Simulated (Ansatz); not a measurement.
# Ti-Ta-Ta-Ti stack of (111) layers: lattice stability ahead of a resistivity run

The plan: relax Ti-Ta-Ta-Ti stack of (111) layers, check its phonons, and, if the lattice is stable, compute its Eliashberg function and ρ(T).

Main program and level: Ansatz 0.2.0; DFT PBEsol, scalar-relativistic, plane waves, PAW; PAW set soft_1.

## 1. The starting structure

The cell holds 4 atoms: 2 Ti and 2 Ta. Cell: a = 2.949 Å, b = 2.949 Å, c = 18.223 Å, α = 90.0°, β = 90.0°, γ = 120.0°. Vacuum lies along c.

## 2. Rough relaxation

Large forces or a large pressure at the start call for a first relaxation with loose thresholds.

Contents of input.yaml:

```yaml
crystal:
  lattice:
    - [2.94887, 0.0, 0.0]
    - [-1.47444, 2.5538, 0.0]
    - [0.0, 0.0, 18.22324]
  atoms:
    - { symbol: Ti, position: [0.0, 0.0, 0.30181244] }
    - { symbol: Ta, position: [0.33333333, 0.66666667, 0.43393748] }
    - { symbol: Ta, position: [0.66666667, 0.33333333, 0.56606252] }
    - { symbol: Ti, position: [0.0, 0.0, 0.69818756] }
  periodic: [true, true, false]
kpoints:
  mp_grid: { grid: [9, 9, 1] }
hamiltonian:
  xc: pbesol
  pseudopotentials: { kind: paw, azcp: { folder: soft_1 }, xc_functional: pbe }
scf:
  occupations: { method: gaussian, width: 0.1 }
output:
  forces: true
  stress: true
  eigenvalues: true
relax:
  adjacent_minimum: "off"
  f_tol: 0.05
  max_steps: 80
  cell: { stress_2d_tol: 0.02 }
```

Started as:

```console
$ ansatz run input.yaml --threads 4 --pin off --max-ram 12288MiB --backend cpu --events-out ev --progress --plain --runs-dir out
```

Numbers of over 12 decimals in the logs are rounded to 6 here.

The program printed:

```text
Warning: crystal.periodic: the lattice vector that does not repeat stood 0.000° off the slab's normal, 18.223 Å along it as the deck builds it. The run solves the slab on a vector along the normal, 38.246 Å long, with every atom where it was (on the deck's vector they left 11.00 Å outside them, and the widest stretch free of ions among them is 2.41 Å). A fractional position that the run reports is one of the run's ce [...]
The last accepted step is kept in <dir> (removed where the run ends without a failure and the disk answers)
crystal.periodic: the lattice vector that does not repeat stood 0.000° off the slab's normal, 18.223 Å along it as the deck builds it. The run solves the slab on a vector along the normal, 38.246 Å long, with every atom where it was (on the deck's vector they left 11.00 Å outside them, and the widest stretch free of ions among them is 2.41 Å). A fractional position that the run reports is one of the run's cell, which [...]
Engine: ansatz 0.2.0, aarch64-unknown-linux-gnu
Pseudopotentials: kind: paw
Pseudopotential: Ti, paw, valence charge 12, recommended cutoff 420 eV (normal), soft_1/Ti.paw.azcp
Pseudopotential: Ta, paw, valence charge 13, recommended cutoff 420 eV (normal), soft_1/Ta.paw.azcp
Functional definition: PBEsol
  exchange = pbesol_x
  correlation = pbesol_c
Crystal: 4 atoms, lattice volume = 288.028 Å³
Basis set: ecut = 420 eV, 5563 PW (Γ), exchange–correlation on 40×40×512 points (8 copies of the dense FFT grid, shifted against one another)
Bands: 30, of which v1, the nominal top of the filled ones, is band 25 counted from 1 (24 counted from 0)
Symmetry: 12 space group operations
Space group: P-3m1 (ITA 164), of the structure as read, at distance tolerance 6.6e-5 Å
k-points: 12 of 81
Non-local potential: Ti, projectors of the file, l = 0: 3, l = 1: 2, l = 2: 3, l = 3: 1
Non-local potential: Ta, projectors of the file, l = 0: 3, l = 1: 2, l = 2: 2, l = 3: 1
PAW form: soft (Blöchl's): semilocal exchange-correlation on the pseudo side does not see the compensation charge
PAW frozen core: Ti, regenerated for the run's functional, and the local potential with it (the file was generated under x = pbe(κ = 0.804, μ = 0.219515), c = pbe(β = 0.066725))
PAW frozen core: Ta, regenerated for the run's functional, and the local potential with it (the file was generated under x = pbe(κ = 0.804, μ = 0.219515), c = pbe(β = 0.066725))
PAW one-centre angular grid: Ti, 590 points (default); XC on 64 Gauss nodes
PAW one-centre angular grid: Ta, 590 points (default); XC on 64 Gauss nodes
Initial density: superposition of atomic densities (neutral atoms: chi_scale 0, normalization atom)
Initial wavefunctions: pseudopotential atomic-orbital guess
Functional: x = pbesol(κ = 0.804, μ = 0.123457), c = pbesol(β = 0.046)
SCF iter   1: F=—  HF=-24562.430635 eV  |F-HF|=—  |Δ(HF+E_count)|=         —  Δρ=3.65e-2  dr2=3.55e1  ethr=3.10e-3  ⟨swp⟩=12.7  Hψ=2525  notcnv=0
preconditioner: auto → LDOS  [metal: Δε(μ)=0.029 eV  Ē_g=3.203 eV  σ=0.100 eV  W_gap=0.16  n_scr=24 (ndim 8)  ℏωp=9.3 eV  f_vac=0.682  D(μ)=6.29/eV (n_scr^D=24)  β→1.0]
SCF iter   2: F=—  HF=-24560.242109 eV  |F-HF|=—  |Δ(HF+E_count)|=    2.19e0  Δρ=2.22e-2  dr2=1.01e1  ethr=3.10e-3  ⟨swp⟩=6.7  Hψ=1106  notcnv=0
SCF iter   3: F=—  HF=-24559.961616 eV  |F-HF|=—  |Δ(HF+E_count)|=   2.80e-1  Δρ=6.18e-3  dr2=1.56e0  ethr=3.10e-3  ⟨swp⟩=4.6  Hψ=813  notcnv=0  defer=2
SCF iter   4: F=—  HF=-24559.920064 eV  |F-HF|=—  |Δ(HF+E_count)|=   4.16e-2  Δρ=1.72e-3  dr2=3.53e-2  ethr=3.10e-3  ⟨swp⟩=1.6  Hψ=475  notcnv=0  defer=2
SCF iter   5: F=—  HF=-24559.918214 eV  |F-HF|=—  |Δ(HF+E_count)|=   1.85e-3  Δρ=1.26e-3  dr2=5.56e-2  ethr=7.06e-5  ⟨swp⟩=4.1  Hψ=789  notcnv=0  defer=2
SCF iter   6: F=—  HF=-24559.916943 eV  |F-HF|=—  |Δ(HF+E_count)|=   1.27e-3  Δρ=5.58e-4  dr2=1.26e-2  ethr=7.06e-5  ⟨swp⟩=1.7  Hψ=421  notcnv=0
SCF iter   7: F=—  HF=-24559.916820 eV  |F-HF|=—  |Δ(HF+E_count)|=   1.24e-4  Δρ=1.06e-4  dr2=1.32e-4  ethr=2.53e-5  ⟨swp⟩=2.1  Hψ=491  notcnv=0
SCF iter   8: F=—  HF=-24559.916808 eV  |F-HF|=—  |Δ(HF+E_count)|=   1.12e-5  Δρ=5.48e-5  dr2=7.51e-5  ethr=2.63e-7  ⟨swp⟩=4.4  Hψ=905  notcnv=0
SCF iter   9: F=—  HF=-24559.917046 eV  |F-HF|=—  |Δ(HF+E_count)|=   2.37e-4  Δρ=4.06e-5  dr2=1.78e-5  ethr=1.50e-7  ⟨swp⟩=3.5  Hψ=668  notcnv=0
SCF iter  10: F=—  HF=-24559.917044 eV  |F-HF|=—  |Δ(HF+E_count)|=   1.16e-6  Δρ=1.41e-5  dr2=2.40e-6  ethr=3.57e-8  ⟨swp⟩=3.0  Hψ=559  notcnv=0
SCF iter  11: F=-24559.917044 eV  HF=-24559.917044 eV  |F-HF|=3.96e-8  |Δ(HF+E_count)|=   1.69e-9  Δρ=2.39e-6  dr2=6.23e-8  ethr=2.00e-10  ⟨swp⟩=11.6  Hψ=2767  notcnv=0
SCF 1 converged in 11 iterations: F = -24559.917044 eV  dr2 = 6.23e-8
  greatest PAW one-centre occupation: 0.999 electrons in one spin orbital (limit 2), on the Ta atom at site 2 (counted from 0), in its partial waves of l = 0
relax step   1: F+E_penalty+E_count = -24559.91704436 eV  Δ(F+E_penalty+E_count) = +0.000e0 eV  max|allowed force component| = 7.507e-1 eV/Å  Δτ_max = 0.0000 Å  P = -7.207 N/m  Ω = 288.028 Å³  fix = [c, alpha, beta]  reactions: c -0.000 N/m  (11 SCF iters, dr2 threshold 1.00e-7 eV, accepted)
Crystal: 4 atoms, lattice volume = 273.507 Å³
Basis set: ecut = 420 eV, 5371 PW (Γ), exchange–correlation on 40×40×512 points (8 copies of the dense FFT grid, shifted against one another)
Initial density: handed on by an earlier stage of this run
Initial wavefunctions: those handed on with the density
SCF iter   1: F=—  HF=-24560.153423 eV  |F-HF|=—  |Δ(HF+E_count)|=         —  Δρ=1.26e-2  dr2=3.06e0  ethr=3.10e-3  ⟨swp⟩=15.1  Hψ=2381  notcnv=0
preconditioner: auto → LDOS  [metal: Δε(μ)=0.034 eV  Ē_g=3.001 eV  σ=0.100 eV  W_gap=0.19  n_scr=24 (ndim 8)  ℏωp=9.5 eV  f_vac=0.703  D(μ)=6.10/eV (n_scr^D=24)  β→1.0]
SCF iter   2: F=—  HF=-24559.983939 eV  |F-HF|=—  |Δ(HF+E_count)|=   1.69e-1  Δρ=8.89e-3  dr2=9.87e-1  ethr=3.10e-3  ⟨swp⟩=3.5  Hψ=870  notcnv=0
SCF iter   3: F=—  HF=-24559.866059 eV  |F-HF|=—  |Δ(HF+E_count)|=   1.18e-1  Δρ=2.07e-3  dr2=3.82e-2  ethr=1.97e-3  ⟨swp⟩=3.2  Hψ=778  notcnv=0
SCF iter   4: F=—  HF=-24559.859965 eV  |F-HF|=—  |Δ(HF+E_count)|=   6.09e-3  Δρ=7.24e-4  dr2=1.00e-3  ethr=7.64e-5  ⟨swp⟩=4.8  Hψ=920  notcnv=0  defer=1
SCF iter   5: F=—  HF=-24559.860658 eV  |F-HF|=—  |Δ(HF+E_count)|=   6.93e-4  Δρ=2.09e-4  dr2=1.44e-4  ethr=2.00e-6  ⟨swp⟩=3.8  Hψ=870  notcnv=0
SCF iter   6: F=—  HF=-24559.860911 eV  |F-HF|=—  |Δ(HF+E_count)|=   2.52e-4  Δρ=5.87e-5  dr2=1.41e-5  ethr=2.89e-7  ⟨swp⟩=3.2  Hψ=780  notcnv=0
[...]
[... from here on, the SCF cycles and remarks between the steps are left out ...]
relax step   4: F+E_penalty+E_count = -24560.05954420 eV  Δ(F+E_penalty+E_count) = -4.838e-3 eV  max|allowed force component| = 4.088e-2 eV/Å  Δτ_max = 0.0275 Å  P = +0.502 N/m  Ω = 280.891 Å³  energy of the carried Pulay correction = +2.927e-4 eV  fix = [c, alpha, beta]  reactions: c +0.000 N/m  (6 SCF iters, dr2 threshold 4.00e-7 eV, accepted)
relax step   5: F+E_penalty+E_count = -24560.06006501 eV  Δ(F+E_penalty+E_count) = -5.208e-4 eV  max|allowed force component| = 1.014e-2 eV/Å  Δτ_max = 0.0046 Å  P = +0.374 N/m  Ω = 281.431 Å³  energy of the carried Pulay correction = +2.703e-4 eV  fix = [c, alpha, beta]  reactions: c +0.000 N/m  (5 SCF iters, dr2 threshold 2.13e-7 eV, accepted)
relax step   6: F+E_penalty+E_count = -24560.06125433 eV  Δ(F+E_penalty+E_count) = -1.189e-3 eV  max|allowed force component| = 4.006e-2 eV/Å  Δτ_max = 0.0235 Å  P = -0.008 N/m  Ω = 283.688 Å³  energy of the carried Pulay correction = +1.771e-4 eV  fix = [c, alpha, beta]  reactions: c -0.000 N/m  (7 SCF iters, dr2 threshold 1.18e-7 eV, accepted)
relax step   7: F+E_penalty+E_count = -24560.06125162 eV  Δ(F+E_penalty+E_count) = +2.717e-6 eV  max|allowed force component| = 2.618e-2 eV/Å  Δτ_max = 0.0208 Å  P = -0.178 N/m  Ω = 285.169 Å³  energy of the carried Pulay correction = +1.164e-4 eV  fix = [c, alpha, beta]  reactions: c -0.000 N/m  (11 SCF iters, accepted)
relax step   8: F+E_penalty+E_count = -24560.06116071 eV  Δ(F+E_penalty+E_count) = +9.091e-5 eV  max|allowed force component| = 4.592e-2 eV/Å  Δτ_max = 0.0054 Å  P = -0.299 N/m  Ω = 285.224 Å³  energy of the carried Pulay correction = +1.141e-4 eV  fix = [c, alpha, beta]  (6 SCF iters, dr2 threshold 2.66e-8 eV, rejected (line search))
relax step   9: F+E_penalty+E_count = -24560.06141292 eV  Δ(F+E_penalty+E_count) = -1.613e-4 eV  max|allowed force component| = 6.162e-3 eV/Å  Δτ_max = 0.0027 Å  P = -0.093 N/m  Ω = 284.886 Å³  energy of the carried Pulay correction = +1.280e-4 eV  fix = [c, alpha, beta]  reactions: c -0.000 N/m  (10 SCF iters, accepted)
relax step  10: F+E_penalty+E_count = -24560.06152294 eV  Δ(F+E_penalty+E_count) = -1.100e-4 eV  max|allowed force component| = 2.323e-4 eV/Å  Δτ_max = 0.0063 Å  P = -0.005 N/m  Ω = 284.388 Å³  energy of the carried Pulay correction = +1.484e-4 eV  fix = [c, alpha, beta]  reactions: c -0.000 N/m  (7 SCF iters, dr2 threshold 7.28e-9 eV, accepted)
Initial wavefunctions: pseudopotential atomic-orbital guess (no wavefunctions were taken with the density)
iter 1 solved again at ethr=1.43e-7 eV; its pass at ethr=3.10e-3 eV (dr2=7.16e-5 eV) is discarded
SCF iter   1: F=—  HF=-24560.061115 eV  |F-HF|=—  |Δ(HF+E_count)|=         —  Δρ=8.51e-6  dr2=2.55e-8  ethr=1.43e-7  ⟨swp⟩=8.1  Hψ=4332  notcnv=0
eigensolver tolerance schedule: the retry pair's looser diagonalisation over-reported the residual by 2811.44 of it (diagonalisation noise at 0.15 of the residual, at the tolerance the schedule requests for it); recorded, not acted on — ethr = c·dr2/N_el stays at c = 1.0e-1
preconditioner: auto → LDOS  [metal: Δε(μ)=0.055 eV  Ē_g=2.785 eV  σ=0.100 eV  W_gap=0.30  n_scr=24 (ndim 8)  ℏωp=9.3 eV  f_vac=0.699  D(μ)=7.51/eV (n_scr^D=26)  β→1.0]
SCF iter   2: F=—  HF=-24560.061358 eV  |F-HF|=—  |Δ(HF+E_count)|=   2.43e-4  Δρ=4.11e-6  dr2=1.36e-7  ethr=5.09e-11  ⟨swp⟩=5.7  Hψ=1392  notcnv=0
SCF iter   3: F=—  HF=-24560.061358 eV  |F-HF|=—  |Δ(HF+E_count)|=   1.50e-8  Δρ=7.12e-7  dr2=2.84e-9  ethr=5.09e-11  ⟨swp⟩=3.2  Hψ=667  notcnv=0
SCF iter   4: F=—  HF=-24560.061358 eV  |F-HF|=—  |Δ(HF+E_count)|=   8.08e-9  Δρ=4.00e-7  dr2=8.35e-10  ethr=5.67e-12  ⟨swp⟩=4.1  Hψ=805  notcnv=0
SCF iter   5: F=—  HF=-24560.061358 eV  |F-HF|=—  |Δ(HF+E_count)|=  9.68e-10  Δρ=8.94e-8  dr2=6.02e-11  ethr=1.67e-12  ⟨swp⟩=3.8  Hψ=763  notcnv=0
SCF iter   6: F=—  HF=-24560.061358 eV  |F-HF|=—  |Δ(HF+E_count)|=  6.18e-10  Δρ=3.12e-8  dr2=2.96e-12  ethr=1.00e-12  ⟨swp⟩=1.7  Hψ=418  notcnv=0
SCF iter   7: F=—  HF=-24560.061358 eV  |F-HF|=—  |Δ(HF+E_count)|=  2.00e-10  Δρ=1.75e-8  dr2=2.49e-12  ethr=1.00e-12  ⟨swp⟩=13.8  Hψ=2595  notcnv=0
SCF iter   8: F=-24560.061358 eV  HF=-24560.061358 eV  |F-HF|=2.33e-10  |Δ(HF+E_count)|=  8.00e-11  Δρ=7.46e-9  dr2=6.46e-13  ethr=1.00e-12  ⟨swp⟩=6.8  Hψ=1544  notcnv=0
SCF 11 converged in 8 iterations: F = -24560.061358 eV  dr2 = 6.46e-13
relax step  11: F+E_penalty+E_count = -24560.06135812 eV  Δ(F+E_penalty+E_count) = +1.648e-4 eV  max|allowed force component| = 2.478e-4 eV/Å  Δτ_max = 0.0000 Å  P = -0.003 N/m  Ω = 284.388 Å³  fix = [c, alpha, beta]  reactions: c -0.000 N/m  stress off target by 3.11e-3 N/m on what of the cell is left free  SCF on the basis re-selected at this cell (its energy is not comparable with the rows above)  (8 SCF iters)
basis re-selected at this cell: Δ(F+E_penalty+E_count) = +1.648e-4 eV, ΔP = +0.002 N/m vs the last step (what re-selecting the basis moved, of the pressure what is left beyond the Pulay correction that the steps carried, after the strain that the cell walked since its last selection, with what the two solves' SCF thresholds leave and, on support functions, any second-order correction that the steps lacked; it is no m [...]
SCF converged after 8 iterations
Free energy (F): -24560.061358 eV
Harris-Foulkes:  -24560.061358 eV  (|F-HF|=2.33e-10)
Internal energy: -24560.023808 eV  (E = F + TS)
E sigma→0 (E₀):  -24560.042583 eV
Entropy (-TS):   -0.037550 eV (-9.388 meV/atom)
Fermi energy:    -4.384758 eV
--- Per-component energies (eV) ---
  E_band       = -1557.209380
  E_kinetic    = 1349.526625
  E_local      = -203088.962066  (includes V_loc(G=0)·N_el)
  E_nonlocal   = 107.785101
  E_hartree    = 100693.631836
  E_xc         = -866.283545
  E_vxc        = -754.411718  (∫ρ·V_xc dr)
  E_paw        = -18397.858980  (= ΣΔE_a)
  E_vpaw       = -558.411063  (= ΣTr[D̂ρ^β])
  E_aug_tail   = 0.000031  (compensation charges beyond the density's cutoff)
  E_ewald      = 95641.430996
  E_core_change = 0.706195  (= ΣΔE_core)
  E_smearing   = -0.037550  (= −TS)
  E_closure    = -0.000000  (closes the sum)
  Σ components = -24560.061358   (vs F -24560.061358, Δ=0.00e0)
--- Forces (eV/Å), atoms counted from 1 ---
  atom   1  Ti     0.00000000    -0.00000000    -0.00024784
  atom   2  Ta    -0.00000000     0.00000000     0.00012380
  atom   3  Ta    -0.00000000    -0.00000000    -0.00012380
  atom   4  Ti    -0.00000000     0.00000000     0.00024784
  max |Σ_I F_I| component: 1.85e-17 eV/Å
--- 2D stress c σ (N/m, compression-positive) ---
       -0.003112       0.000000       0.000000
        0.000000      -0.003112      -0.000000
        0.000000      -0.000000      -0.000000
  P = ½ c Tr σ = -0.0031 N/m
--- Band table (eV; the first three rows and the last of 12) ---
  k-point 0: bands = [... 21 lower, -4.5406, -4.1701, -4.1701, -4.1296, -4.1005, -3.9705, -3.9705, -3.7116, ... 1 higher]
  k-point 1: bands = [... 21 lower, -4.8141, -4.7654, -4.5709, -3.9959, -3.9631, -3.8239, -3.7796, -3.7617, ... 1 higher]
  k-point 2: bands = [... 21 lower, -5.5809, -5.4044, -4.8969, -4.4587, -4.3090, -3.9492, -3.5966, -3.5227, ... 1 higher]
  k-point 11: bands = [... 21 lower, -5.9766, -5.7596, -4.8206, -4.8206, -4.3228, -4.3228, -4.1932, -4.1932, ... 1 higher]
--- Relaxed structure (10 steps of the walk, 8 accepted, 1 SCFs on fresh bases) ---
  F+E_penalty+E_count = -24560.06135812 eV   max|allowed force component| = 2.478e-4 eV/Å   (the final SCF, on the basis selected at the relaxed cell)
  cell:  # Å, volume = 284.3884 Å³
    - [2.930184, 2.868456790485056e-6, 0]
    - [-1.465094, 2.537612, 0]
    - [0, 0, 38.246478]
  atoms:
    - { symbol: Ti, position: [2.010793441554419e-18, 2.0107957145077106e-18, 0.147993] }
    - { symbol: Ta, position: [0.333333, 0.666667, 0.206553] }
    - { symbol: Ta, position: [0.666667, 0.333333, 0.269915] }
    - { symbol: Ti, position: [-2.0107934415544186e-18, -2.0107957145077102e-18, 0.328475] }
```

Run time: 32 s. Hardware: 4 threads of Arm Neoverse V1, shared host; peak memory 0.67 GiB; 2 min of CPU time.

The steps of the relaxation:

```
step  energy less that of the first step (eV)  largest force component (eV/Å)  volume (Å³)
   1                                   0.0000                          0.7507       288.03
   2                                   0.0561                          1.3533       273.51
   3                                  -0.1377                          0.1611       281.78
   4                                  -0.1425                          0.0409       280.89
   5                                  -0.1430                          0.0101       281.43
   6                                  -0.1442                          0.0401       283.69
   7                                  -0.1442                          0.0262       285.17
   8                                  -0.1441                          0.0459       285.22
   9                                  -0.1444                          0.0062       284.89
  10                                  -0.1445                          0.0002       284.39
 11*                                  -0.1443                          0.0002       284.39
```

Relaxation steps marked * repeat the geometry before them on a plane-wave basis chosen anew for their cell, so energy and pressure can jump there. Relaxation steps 2, 8 were tried and not accepted.

Forces are held to the 12 operations that the run works with; a distortion that breaks them can't arise in this run.

| cell as run | before | after | change |
| --- | --- | --- | --- |
| a (Å) | 2.949 | 2.930 | -0.6 % |
| b (Å) | 2.949 | 2.930 | -0.6 % |

The atoms that moved most (Å, along periodic axes as changes of fractional coordinates times the final cell, across vacuum about the mean position):

| atom | dx | dy | dz | length |
| --- | --- | --- | --- | --- |
| Ti4 | 0.000 | 0.000 | -0.160 | 0.160 |
| Ti1 | 0.000 | 0.000 | 0.160 | 0.160 |
| Ta3 | 0.000 | 0.000 | 0.008 | 0.008 |
| Ta2 | 0.000 | 0.000 | -0.008 | 0.008 |

Final coordinates:

```xyz
4
Lattice="2.9302 0.0000 0.0000 -1.4651 2.5376 0.0000 0.0000 0.0000 38.2465" Properties=species:S:1:pos:R:3
Ti    0.0000    0.0000    5.6602
Ta    0.0000    1.6917    7.8999
Ta    1.4651    0.8459   10.3233
Ti    0.0000    0.0000   12.5630
```

Numbers from this step:

| Item | Value |
| --- | --- |
| metallic on mesh | yes |
| gap on the k-mesh | 0 eV |

The relaxation ends with a largest force component of 2.5e-4 eV/Å.

## 3. Relaxation

Lattice constant and positions set the bands and the force constants, so the cell is relaxed first.

input.yaml, the sections that differ from step 2:

```yaml
crystal:
  lattice:
    - [2.9301838767, 2.8685e-06, 0.0]
    - [-1.4650944225, 2.5376122407, 0.0]
    - [0.0, 0.0, 38.2464778836]
  atoms:
    - { symbol: Ti, position: [0.0, 0.0, 0.1479934222] }
    - { symbol: Ta, position: [0.3333333333, 0.6666666667, 0.2065532828] }
    - { symbol: Ta, position: [0.6666666667, 0.3333333333, 0.2699151663] }
    - { symbol: Ti, position: [0.0, 0.0, 0.3284750269] }
  periodic: [true, true, false]
kpoints:
  mp_grid: { grid: [12, 12, 1] }
relax:
  adjacent_minimum: "off"
  f_tol: 0.005
  max_steps: 80
  cell: { stress_2d_tol: 0.02 }
# hamiltonian, scf, output: as in step 2
```

The program printed:

```text
[the first part of the log is left out]
  E_aug_tail   = 0.000031  (compensation charges beyond the density's cutoff)
  E_ewald      = 95624.780146
  E_core_change = 0.706195  (= ΣΔE_core)
  E_smearing   = -0.030969  (= −TS)
  E_closure    = 0.000000  (closes the sum)
  Σ components = -24560.061376   (vs F -24560.061376, Δ=0.00e0)
--- Forces (eV/Å), atoms counted from 1 ---
  atom   1  Ti     0.00000000     0.00000000    -0.00072859
  atom   2  Ta    -0.00000000    -0.00000000    -0.00068528
[...]
0.000000      -0.000000      -0.000000
  P = ½ c Tr σ = -0.0061 N/m
--- Band table (eV; the first three rows and the last of 19) ---
[...]
--- Relaxed structure (4 steps of the walk, 3 accepted, 1 SCFs on fresh bases) ---
[...]
cell:  # Å, volume = 284.3930 Å³
    - [2.930208, 2.86849793249677e-6, 0]
    - [-1.465106, 2.537633, 0]
    - [0, 0, 38.2464778836]
  atoms:
    - { symbol: Ti, position: [0, 0, 0.147946] }
    - { symbol: Ta, position: [0.333333, 0.666667, 0.206586] }
    - { symbol: Ta, position: [0.666667, 0.333333, 0.269882] }
    - { symbol: Ti, position: [0, 0, 0.328523] }
```

Elapsed: 21 s, on 4 threads; peak memory 0.72 GiB; 79 s of CPU time.

Little changed from the start: no atom moved by 0.005 Å and no cell edge by 0.1 %.

(Part 1 of 2 ends here.)

[Logs are printed without paths, hosts, clocks, repeated set-up lines and the standing remarks that a program may print on its own settings, such as how far it seeks lower states.]

[Hosts, paths, dates, database ids (printed as entryN), source tags and the programs' standing remarks are cut or masked in the printed files.]
